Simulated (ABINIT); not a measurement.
# SnO2 (Cassiterite): a self-consistent loop beyond G0W0, cycle by cycle, part 2 of 2

How far does self-consistency move the gap of SnO2 (Cassiterite)?

ABINIT 10.8.3; PBE and many-body steps on it, plane waves. Known limits of the many-body steps: not at the basis limit; no spin-orbit coupling; coarse k mesh.

So far. Step 10 (evGW, cycle 1): Against G0W0 in ABINIT (4×4×4 mesh, 81 bands, screening to 106.1 eV, Godby-Needs plasmon pole), the gap moves by +0.634 eV. Step 13 (evGW, cycle 2): Against the cycle before, the gap moves by +0.054 eV.

**14. Screening, 4×4×4 mesh, 81 bands, screening to 106.1 eV**

This step: RPA screening on PBE, plane waves, norm-conserving pseudopotentials.

The input, run.abi:

```
acell 3*1.0 Angstrom
rprim 
  4.738000000000 0.000000000000 0.000000000000
  0.000000000000 4.738000000000 0.000000000000
  0.000000000000 0.000000000000 3.186500000000
ntypat 2
znucl 50 8
natom 6
typat 1 1 2 2 2 2
xred 
  0.000000000000 0.000000000000 0.000000000000
  0.500000000000 0.500000000000 0.500000000000
  0.307100000000 0.307100000000 0.000000000000
  0.192900000000 0.807100000000 0.500000000000
  0.692900000000 0.692900000000 0.000000000000
  0.807100000000 0.192900000000 0.500000000000
pp_dirpath "pseudos"
pseudos "Sn.upf, O.upf"
ecut 42
ngkpt 4 4 4
nshiftk 1
shiftk 0 0 0
kptopt 1
chksymbreak 0
istwfk *1
occopt 1
irdwfk 1
optdriver 3
nband 81
ecuteps 3.9
inclvkb 2
awtr 1
symchi 1
gwcalctyp 10
mbpt_sciss 3.055 eV
nqptdm 1
qptdm 
  0 0 0
indata_prefix "in"
outdata_prefix "out"
tmpdata_prefix "tmp"
```

Started as:

```sh
> OMP_NUM_THREADS=1 mpirun -n 4 abinit run.abi > log
```

It took 40 s on 4 MPI ranks of Arm Neoverse V1, shared host; peak memory 2.3 GiB.

Numbers from this step:

```yaml
eps_infinity_with_local_fields_on_this_mesh_along_the_program_s_q_direction: 3.587
the_same_without_local_fields: 3.712
plasma_frequency: 36.20 eV
plane_waves_in_the_screening_matrix: 177
```

This screening uses the functional's bands under a rigid shift, the mean opening of the cycle before.

**15. Screening, 4×4×4 mesh, 81 bands, screening to 106.1 eV**

This step: RPA screening on PBE from quasiparticle energies, plane waves, norm-conserving pseudopotentials.

run.abi, as its differences from that of step 14:

```diff
@@ -33,7 +33,23 @@
 symchi 1
+irdqps 1
 gwcalctyp 10
-mbpt_sciss 3.055 eV
-nqptdm 1
+nqptdm 17
 qptdm 
-  0 0 0
+  0.2500000000 0.0000000000 0.0000000000
+  0.5000000000 0.0000000000 0.0000000000
+  0.2500000000 0.2500000000 0.0000000000
+  0.5000000000 0.2500000000 0.0000000000
+  0.5000000000 0.5000000000 0.0000000000
+  0.0000000000 0.0000000000 0.2500000000
+  0.2500000000 0.0000000000 0.2500000000
+  0.5000000000 0.0000000000 0.2500000000
+  0.2500000000 0.2500000000 0.2500000000
+  0.5000000000 0.2500000000 0.2500000000
+  0.5000000000 0.5000000000 0.2500000000
+  0.0000000000 0.0000000000 0.5000000000
+  0.2500000000 0.0000000000 0.5000000000
+  0.5000000000 0.0000000000 0.5000000000
+  0.2500000000 0.2500000000 0.5000000000
+  0.5000000000 0.2500000000 0.5000000000
+  0.5000000000 0.5000000000 0.5000000000
 indata_prefix "in"
```

The input, mrgscr.stdin:

```
2
merged
q0_SCR
out_SCR
1
```

Started as:

```sh
> OMP_NUM_THREADS=1 mpirun -n 4 abinit run.abi > log; mrgscr < mrgscr.stdin
```

The job ended after 2.2 min (4 MPI ranks; peak memory 2.1 GiB; 8.6 min of CPU time).

This step gave:

| Item | Value |
| --- | --- |
| plasma frequency | 36.20 eV |
| plane waves in the screening matrix | 177 |

This screening reads the quasiparticle levels of the cycle before.

**16. evGW, cycle 3**

This step: evGW on PBE, plane waves, norm-conserving pseudopotentials.

run.abi, as its differences from that of step 15:

```diff
@@ -27,12 +27,10 @@
 irdwfk 1
-optdriver 3
+optdriver 4
 nband 81
-ecuteps 3.9
-inclvkb 2
-awtr 1
-symchi 1
-irdqps 1
 gwcalctyp 10
-nqptdm 17
-qptdm 
+ecutsigx 42
+symsigma 1
+nkptgw 18
+kptgw 
+  0.0000000000 0.0000000000 0.0000000000
   0.2500000000 0.0000000000 0.0000000000
@@ -54,2 +52,25 @@
   0.5000000000 0.5000000000 0.5000000000
+bdgw 
+  23 40
+  23 40
+  23 40
+  23 40
+  23 40
+  23 40
+  23 40
+  23 40
+  23 40
+  23 40
+  23 40
+  23 40
+  23 40
+  23 40
+  23 40
+  23 40
+  23 40
+  23 40
+ecuteps 3.9
+irdscr 1
+ppmodel 1
+irdqps 1
 indata_prefix "in"
```

Started as:

```sh
> OMP_NUM_THREADS=1 mpirun -n 4 abinit run.abi > log
```

Run time: 8.2 min. Hardware: 4 MPI ranks; peak memory 3.6 GiB; 33 min of CPU time.

This step gave:

* quasiparticle gap on the mesh: 3.483 eV
* gap of the density functional on the mesh: 1.284 eV
* k of the valence top: 0, 0, 0
* k of the conduction bottom: 0, 0, 0
* least direct quasiparticle gap on the computed points: 3.483 eV

Against the cycle before, the gap moves by +0.005 eV.

**17. The runs together**

Times are wall times on 4 MPI ranks of Arm Neoverse V1, shared host, good to a factor of about two. A run's time includes the screening step that it read.

| run | mesh | bands | screening cutoff (eV) | DFT gap (eV) | gap on the mesh (eV) | direct (eV) | ε∞ used | time |
| --- | --- | --- | --- | --- | --- | --- | --- | --- |
| G0W0 | 4×4×4 | 81 | 106.1 | 1.284 | 2.790 | 2.790 | 4.54 | 2.9 min |
| evGW0, cycle 1 | 4×4×4 | 81 | 106.1 | 1.284 | 3.082 | 3.082 | 4.54 | 11 min |
| evGW0, cycle 2 | 4×4×4 | 81 | 106.1 | 1.284 | 3.019 | 3.019 | 4.54 | 11 min |
| evGW0, cycle 3 | 4×4×4 | 81 | 106.1 | 1.284 | 3.010 | 3.010 | 4.54 | 11 min |
| evGW, cycle 1 | 4×4×4 | 81 | 106.1 | 1.284 | 3.424 | 3.424 | 3.70 | 11 min |
| evGW, cycle 2 | 4×4×4 | 81 | 106.1 | 1.284 | 3.478 | 3.478 | 3.60 | 11 min |
| evGW, cycle 3 | 4×4×4 | 81 | 106.1 | 1.284 | 3.483 | 3.483 | 3.59 | 11 min |

**18. Outcome**

| Item | Value |
| --- | --- |
| G0W0 | 2.790 eV |
| evGW0, cycle 1 | 3.082 eV |
| evGW0, cycle 2 | 3.019 eV |
| evGW0, cycle 3 | 3.010 eV |
| evGW, cycle 1 | 3.424 eV |
| evGW, cycle 2 | 3.478 eV |
| evGW, cycle 3 | 3.483 eV |
| known limits | not at the basis limit; no spin-orbit coupling; coarse k mesh |

**Reading.** Only the bands that the input lists are updated; the others, empty or deep, keep the functional's energies or take a rigid shift. The evGW loop starts from the last levels of evGW0, so its cycles and time come on top of those. evGW0 ends at 3.01 eV, +0.22 eV from G0W0, after 3 cycles that took 25 min beside the first screening; the last moved the gap by 0.009 eV. evGW ends at 3.48 eV, +0.69 eV from G0W0, after 3 cycles that took 33 min beside the first screening; the last moved the gap by 0.005 eV. The first cycle of evGW0 takes the full correction, without the factor Z, so it overshoots the one-shot value. Against experiment, by evGW, cycle 3: the gap of 3.48 eV lies −0.12 eV from the measured 3.6 eV (kind not stated, quoted 2022). These are gaps on the mesh, at modest bands and cutoff. The calculation has static nuclei and no excitons; a measured gap holds zero-point and thermal motion, which mostly lowers it. Bands and cutoff are finite, so the gap is not at the basis limit. The miss can reach some tenths of an eV and take either sign; the mesh is an error of its own. The 4×4×4 mesh is coarse for this cell, which bears on the long-range parts of exchange and screening. In the updated screening the q = 0 part is built from Kohn-Sham bands under a rigid shift, the other q from the quasiparticle levels. The many-body steps are scalar-relativistic: spin-orbit coupling is not in them.

[Paths, hosts, dates, memory and timing lines, banners, echoed tables and standing remarks are left out of the program output.]

[Logs are printed without paths, hosts, clocks, repeated set-up lines and the standing remarks that a program may print on its own settings, such as how far it seeks lower states.]

[Runs of the session that timed out or met a known fault of the program may be left out.]

[Hosts, paths, dates, database ids (printed as entryN), source tags and the programs' standing remarks are cut or masked in the printed files.]

[G0W0 gaps are taken among the corrected bands and points alone; a level outside them can change the order at an edge.]

[Where Ansatz stands beside ABINIT at settings called matched, ABINIT's density can come from a denser mesh and the files from another edition; pairs whose starting gaps differed by over 0.03 eV were left out, so agreement reads better than it is.]
